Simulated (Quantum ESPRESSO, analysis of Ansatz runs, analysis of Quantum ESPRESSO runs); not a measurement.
# Charge-transition level of substitutional N in diamond (PBE) (Quantum ESPRESSO), part 4 of 4

Aim: the charge-transition level of substitutional N in diamond, to be set beside the measurement. Set-up: PBE, PseudoDojo 0.4.1 SR PBE standard, 32-site cell, PBE lattice, k: the single point 1/4 1/4 1/4 then 2x2x2 shifted, started with the impurity moved along one bond, dielectric constants 5.7 and 5.7 (handbook). The model is a cell of 32 host atoms with 1 C taken out and 1 N put in. The level is the Fermi energy at which two charge states have equal formation energy, after a correction for the images of the charge. Other potentials or another program check that the number doesn't hang on one set of files.

Quantum ESPRESSO 7.5; PBE, PseudoDojo 0.4.1 SR PBE standard, 32-site cell, PBE lattice, k: the single point 1/4 1/4 1/4 then 2x2x2 shifted, started with the impurity moved along one bond, dielectric constants 5.7 and 5.7 (handbook).

So far: Set-up; Relaxation, charge +1; Single point, charge +1; Relaxation, charge 0.

## (5) Single point, charge 0

This step: Quantum ESPRESSO plane-wave DFT, PBE, PseudoDojo 0.4.1 SR PBE standard potentials; single point of a defect supercell.

Contents of pw.in:

```
&CONTROL
  calculation = 'scf'
  prefix = 'pwscf'
  outdir = './tmp'
  pseudo_dir = './pseudo'
  tprnfor = .true.
  disk_io = 'low'
/
&SYSTEM
  ibrav = 0
  nat = 32
  ntyp = 2
  ecutwfc = 84
  nbnd = 69
  occupations = 'smearing'
  smearing = 'fd'
  degauss = 0.00073499
  nspin = 2
  starting_magnetization(1) = 0.125
  starting_magnetization(2) = 0.1
  tot_magnetization = 1
  nosym = .true.
/
&ELECTRONS
  conv_thr = 3d-08
  electron_maxstep = 100
  mixing_beta = 0.3
/
ATOMIC_SPECIES
C     12.0110 C.upf
N     14.0070 N.upf
CELL_PARAMETERS angstrom
  -3.5717645206    3.5717645206    3.5717645206
   3.5717645206   -3.5717645206    3.5717645206
   3.5717645206    3.5717645206   -3.5717645206
ATOMIC_POSITIONS crystal
C     -0.0006215842   -0.0003064769    0.4999222889
C     -0.0054921862    0.2474348863    0.2466496959
[... 4 atom lines left out ...]
C      0.2501020801    0.4981839151    0.7466316490
C      0.2500879181    0.7474139059    0.4973710213
[... 1 atom line left out ...]
C      0.4978804712    0.2504155162    0.7466415178
N      0.4613437462    0.4616881531    0.4608868129
C      0.4978509850    0.7474291547    0.2496401395
[... 1 atom line left out ...]
C      0.7470597031    0.2503831213    0.4973824554
C      0.7471309656    0.4982185977    0.2496498868
C      0.7532263409    0.7535859318    0.0026052160
[... 6 atom lines left out ...]
C      0.2436881216    0.4913465968    0.4905411408
[... 2 atom lines left out ...]
C      0.4909461903    0.2439743974    0.4905031937
C      0.4909955332    0.4913345239    0.2432009089
[... 4 atom lines left out ...]
C      0.7893447100    0.7896775778    0.7888936922
K_POINTS automatic
2 2 2 1 1 1
```

Contents of pp_potential.in:

```
&INPUTPP
  prefix = 'pwscf'
  outdir = './tmp'
  filplot = 'potential.dat'
  plot_num = 11
/
&PLOT
  nfile = 1
  filepp(1) = 'potential.dat'
  iflag = 3
  output_format = 6
  fileout = 'potential.cube'
/
```

The run is started by

```sh
$ OMP_NUM_THREADS=1 mpirun -n 4 pw.x -nk 2 -in pw.in > pw.out
$ OMP_NUM_THREADS=1 mpirun -n 4 pp.x -in pp_potential.in > pp_potential.out
```

What it wrote:

```text
[banner, memory and clock lines left out]
          URL

     bravais-lattice index     =            0
     lattice parameter (alat)  =      11.6907  a.u.
     unit-cell volume          =    1229.9998 (a.u.)^3
     number of atoms/cell      =           32
     number of atomic types    =            2
     number of electrons       =       129.00 (up:  65.00, down:  64.00)
     number of Kohn-Sham states=           69
     kinetic-energy cutoff     =      84.0000  Ry
     charge density cutoff     =     336.0000  Ry
     scf convergence threshold =      3.0E-08
     mixing beta               =       0.3000
     number of iterations used =            8  plain     mixing
     Exchange-correlation= PBE
                           (   1   4   3   4   0   0   0)

     celldm(1)=  11.690748  celldm(2)=   0.000000  celldm(3)=   0.000000
     celldm(4)=   0.000000  celldm(5)=   0.000000  celldm(6)=   0.000000

     crystal axes: (cart. coord. in units of alat)
               a(1) = (  -0.577350   0.577350   0.577350 )
               a(2) = (   0.577350  -0.577350   0.577350 )
               a(3) = (   0.577350   0.577350  -0.577350 )

     reciprocal axes: (cart. coord. in units 2 pi/alat)
               b(1) = ( -0.000000  0.866025  0.866025 )
               b(2) = (  0.866025 -0.000000  0.866025 )
               b(3) = (  0.866025  0.866025  0.000000 )

     PseudoPot. # 1 for C  read from file:
     C.upf
     Pseudo is Norm-conserving + core correction, Zval =  4.0
     Generated using ONCVPSP code by D. R. Hamann
     Using radial grid of 1248 points,  4 beta functions with:
                l(1) =   0
                l(2) =   0
                l(3) =   1
                l(4) =   1

     PseudoPot. # 2 for N  read from file:
     N.upf
     Pseudo is Norm-conserving + core correction, Zval =  5.0
     Generated using ONCVPSP code by D. R. Hamann
     Using radial grid of 1058 points,  4 beta functions with:
                l(1) =   0
                l(2) =   0
                l(3) =   1
                l(4) =   1

     atomic species   valence    mass     pseudopotential
     C                 4.00    12.01100     C ( 1.00)
     N                 5.00    14.00700     N ( 1.00)

     Starting magnetic structure
     atomic species   magnetization
     C               0.125
     N               0.100

     No symmetry found

   Cartesian axes

     site n.     atom                  positions (alat units)
         1        C      tau(   1) = (   0.2888122   0.2884483  -0.2891661  )
         2        C      tau(   2) = (   0.2884308  -0.0036242  -0.0027176  )
         3        C      tau(   3) = (   0.2888241  -0.2900715   0.2893599  )
         4        C      tau(   4) = (   0.8679053   0.0013302   0.0022195  )
         5        C      tau(   5) = (  -0.0032777   0.2880682  -0.0027781  )
         6        C      tau(   6) = (  -0.0032515  -0.0036550   0.2889848  )
         7        C      tau(   7) = (   0.5742981   0.2878379   0.0009551  )
         8        C      tau(   8) = (   0.5742886   0.0000260   0.2887507  )
         9        C      tau(   9) = (  -0.2897063   0.2884353   0.2893666  )
        10        C      tau(  10) = (   0.2881997   0.5739476   0.0009552  )
        11        N      tau(  11) = (   0.2662920   0.2658943   0.2668196  )
[...]
28        C      tau(  28) = (   0.1423633  -0.1446910   0.7219587  )
        29        C      tau(  29) = (  -0.1443038   0.7210569   0.1428641  )
        30        C      tau(  30) = (  -0.1453585   0.4310331   0.4319580  )
        31        C      tau(  31) = (  -0.1442736   0.1419770   0.7219903  )
        32        C      tau(  32) = (   0.4556602   0.4552758   0.4561810  )

     number of k points=     4  Fermi-Dirac smearing, width (Ry)=  0.0007
                       cart. coord. in units 2pi/alat
        k(    1) = (   0.4330127   0.4330127   0.4330127), wk =   0.2500000
        k(    2) = (   0.0000000   0.0000000   0.4330127), wk =   0.2500000
        k(    3) = (   0.0000000   0.4330127   0.0000000), wk =   0.2500000
        k(    4) = (  -0.4330127   0.0000000   0.0000000), wk =   0.2500000

     Dense  grid:   128207 G-vectors     FFT dimensions: (  72,  72,  72)

     Generating pointlists ...
     new r_m :   0.0986 (alat units)  1.1529 (a.u.) for type    1
     new r_m :   0.0986 (alat units)  1.1529 (a.u.) for type    2

     Initial potential from superposition of free atoms

     starting charge     128.9986, renormalised to     129.0000
     Starting wfcs are  128 randomized atomic wfcs

     Self-consistent Calculation

     iteration #  1     ecut=    84.00 Ry     beta= 0.30
     Davidson diagonalization with overlap
     ethr =  1.00E-02,  avg # of iterations =  2.2

     total energy              =    -393.69367354 Ry
     estimated scf accuracy    <       1.86399204 Ry

     total magnetization       =     1.00 Bohr mag/cell
     absolute magnetization    =     1.07 Bohr mag/cell

     iteration #  2     ecut=    84.00 Ry     beta= 0.30
     Davidson diagonalization with overlap
     ethr =  1.44E-03,  avg # of iterations =  1.5

     total energy              =    -393.54111997 Ry
     estimated scf accuracy    <       0.78533583 Ry

[...]
ethr =  2.15E-09,  avg # of iterations =  4.8

     total energy              =    -393.63153587 Ry
     estimated scf accuracy    <       0.00000162 Ry

     total magnetization       =     1.00 Bohr mag/cell
     absolute magnetization    =     1.11 Bohr mag/cell

     iteration # 11     ecut=    84.00 Ry     beta= 0.30
     Davidson diagonalization with overlap
     ethr =  1.25E-09,  avg # of iterations =  3.2

     total energy              =    -393.63153634 Ry
     estimated scf accuracy    <       0.00000029 Ry

     total magnetization       =     1.00 Bohr mag/cell
     absolute magnetization    =     1.11 Bohr mag/cell

     iteration # 12     ecut=    84.00 Ry     beta= 0.30
     Davidson diagonalization with overlap
     ethr =  2.22E-10,  avg # of iterations =  5.0

     total energy              =    -393.63153651 Ry
     estimated scf accuracy    <       0.00000011 Ry

     total magnetization       =     1.00 Bohr mag/cell
     absolute magnetization    =     1.11 Bohr mag/cell

     iteration # 13     ecut=    84.00 Ry     beta= 0.30
     Davidson diagonalization with overlap
     ethr =  8.55E-11,  avg # of iterations =  3.0

     Magnetic moment per site  (integrated on atomic sphere of radius R)
     atom   1 (R=0.099)  charge=  1.8269  magn=  0.0066
     atom   2 (R=0.099)  charge=  1.8336  magn=  0.0023
     atom   3 (R=0.099)  charge=  1.8273  magn=  0.0065
     atom   4 (R=0.099)  charge=  1.8397  magn= -0.0095
     atom   5 (R=0.099)  charge=  1.8335  magn=  0.0023
     atom   6 (R=0.099)  charge=  1.8337  magn=  0.0023
     atom   7 (R=0.099)  charge=  1.8100  magn=  0.0011
     atom   8 (R=0.099)  charge=  1.8102  magn=  0.0011
     atom   9 (R=0.099)  charge=  1.8270  magn=  0.0066
     atom  10 (R=0.099)  charge=  1.8101  magn=  0.0011
[...]
atom  28 (R=0.099)  charge=  1.8086  magn=  0.0047
     atom  29 (R=0.099)  charge=  1.8087  magn=  0.0047
     atom  30 (R=0.099)  charge=  1.8317  magn=  0.0048
     atom  31 (R=0.099)  charge=  1.8085  magn=  0.0047
     atom  32 (R=0.099)  charge=  1.8499  magn=  0.2832

     End of self-consistent calculation

 ------ SPIN UP ------------

          k = 0.4330 0.4330 0.4330 ( 16052 PWs)   bands (ev):

    -7.7205  -6.5155  -6.5147  -6.4709  -4.1184  -2.5585  -2.5584  -2.3154
    -2.2929  -2.2919  -2.2009  -2.2003  -2.1112  -2.0888  -2.0881  -1.8093
     1.4821   1.9927   1.9929   2.3106   2.3670   2.3675   2.4602   2.4829
     2.4833   2.5438   2.5441   2.9156   5.5552   5.5553   5.9201   6.2627
     6.3332   6.3333   6.4815   6.4819   6.4929   6.5033   6.6439   6.6703
     6.6707   6.7272   6.7278   7.0832   7.8513   7.8516   8.2192   8.2195
     8.2943   8.3243   8.3246   8.3824   8.4669   8.4677   8.4988   8.7680
    11.0322  11.0326  11.3995  11.3998  11.5101  11.5109  11.5581  11.9812
    15.6440  18.4841  19.0712  19.0713  19.2913

          k = 0.0000 0.0000 0.4330 ( 15968 PWs)   bands (ev):

    -8.0960  -6.5030  -5.4777  -5.4068  -5.3127  -4.0555  -3.3911  -3.3516
    -3.3225  -3.0703  -1.8322  -1.3656  -1.2835  -1.2328   0.2137   0.5431
[...]
15.6940  17.5348  18.6212  19.3241  19.5844

          k = 0.0000 0.4330 0.0000 ( 15968 PWs)   bands (ev):

[...]
15.6940  17.5349  18.6211  19.3242  19.5842

          k =-0.4330 0.0000 0.0000 ( 15968 PWs)   bands (ev):

[...]
15.6940  17.5346  18.6212  19.3246  19.5836

 ------ SPIN DOWN ----------

          k = 0.4330 0.4330 0.4330 ( 16052 PWs)   bands (ev):

[...]
16.8561  18.5671  19.0942  19.0947  19.3083

          k = 0.0000 0.0000 0.4330 ( 15968 PWs)   bands (ev):

[...]
16.7309  17.7191  18.7294  19.3924  19.6113

          k = 0.0000 0.4330 0.0000 ( 15968 PWs)   bands (ev):

[...]
16.7310  17.7192  18.7293  19.3925  19.6109

          k =-0.4330 0.0000 0.0000 ( 15968 PWs)   bands (ev):

[...]
2.8807   3.0215   4.1481   4.2161   4.3527   4.4369   4.6676   5.6128
     5.6610   5.9512   6.0252   6.3281   6.4802   6.7507   6.8997   7.2380
     7.3577   7.5215   7.5909   7.6097   7.6912   7.7844   7.7897   7.8891
     8.1600   8.4771   8.6057   8.6336   8.9754   9.8873  10.0132  10.2017
    10.2654  10.3392  10.4127  10.5289  10.8460  11.4354  11.6083  12.2042
    16.7309  17.7189  18.7293  19.3929  19.6108

     the spin up/dw Fermi energies are    16.2228   12.7344 ev

!    total energy              =    -393.63153655 Ry
     estimated scf accuracy    <          9.7E-09 Ry
     smearing contrib. (-TS)   =       0.00000000 Ry
     internal energy E=F+TS    =    -393.63153655 Ry

     The total energy is F=E-TS. E is the sum of the following terms:
     one-electron contribution =     127.62628289 Ry
     hartree contribution      =      33.67552281 Ry
     xc contribution           =    -140.64788520 Ry
     ewald contribution        =    -414.28545705 Ry

     total magnetization       =     1.00 Bohr mag/cell
     absolute magnetization    =     1.11 Bohr mag/cell

     convergence has been achieved in  13 iterations

     Forces acting on atoms (cartesian axes, Ry/au):

     atom    1 type  1   force =    -0.00017244   -0.00029218   -0.00172625
     atom    2 type  1   force =    -0.00036836   -0.00138646   -0.00136546
     atom    3 type  1   force =    -0.00025419   -0.00178441   -0.00030742
     atom    4 type  1   force =    -0.00213153   -0.00055273   -0.00042941
     atom    5 type  1   force =    -0.00117574   -0.00065227   -0.00095343
     atom    6 type  1   force =    -0.00139339   -0.00115484   -0.00060504
     atom    7 type  1   force =     0.00008608    0.00091048   -0.00047966
     atom    8 type  1   force =     0.00010989   -0.00025251    0.00093653
     atom    9 type  1   force =    -0.00164188   -0.00031492   -0.00038541
     atom   10 type  1   force =     0.00108236   -0.00014307   -0.00044677
[...]
atom   28 type  1   force =    -0.00001371   -0.00055354    0.00024179
     atom   29 type  1   force =    -0.00060629    0.00018472    0.00022685
     atom   30 type  1   force =     0.00178051    0.00046869    0.00036623
     atom   31 type  1   force =    -0.00084466   -0.00000957    0.00002636
     atom   32 type  1   force =    -0.00618357   -0.00615698   -0.00596215

     Total force =     0.019409     Total SCF correction =     0.000155
```

Wall time 31 s (4 MPI ranks of AMD EPYC 9R45, shared host); peak memory 0.83 GiB.

This step gave:

- total moment: 1 μB
- integral of the absolute spin density: 1.111 μB

## (6) Charge-transition levels

Analysis of the runs above: levels from Quantum ESPRESSO plane-wave DFT, PBE, PseudoDojo 0.4.1 SR PBE standard potentials energies with an image-charge correction aligned at atomic sites (own code after Kumagai and Oba).

It gives:

| Property | Result |
| --- | --- |
| gap | 4.180 eV |

## (7) Summary of results

* static dielectric constant used: 5.7
* band gap of the host: 4.18 eV
* (plus 1/0) level below the conduction-band bottom: 1.40 eV

(+1/0) level below the conduction-band bottom: computed 1.40 eV, measured 1.7 eV; 0.30 eV shallower than the measurement. The level is counted in a gap of 4.18 eV, and the correction is screened by a dielectric constant of 5.7 from a handbook. Levels hang on the band edges, which semilocal functionals place too close together. Limits: the periodic copies of the defect are only 6.2 Å apart.

[Logs are printed without paths, hosts, clocks, repeated set-up lines and the standing remarks that a program may print on its own settings, such as how far it seeks lower states.]

[Hosts, paths, dates, database ids (printed as entryN), source tags and the programs' standing remarks are cut or masked in the printed files.]

[For some hosts the program warned that the k-mesh of the response run may be too coarse for force constants and the static dielectric constant; such warnings are not shown here.]
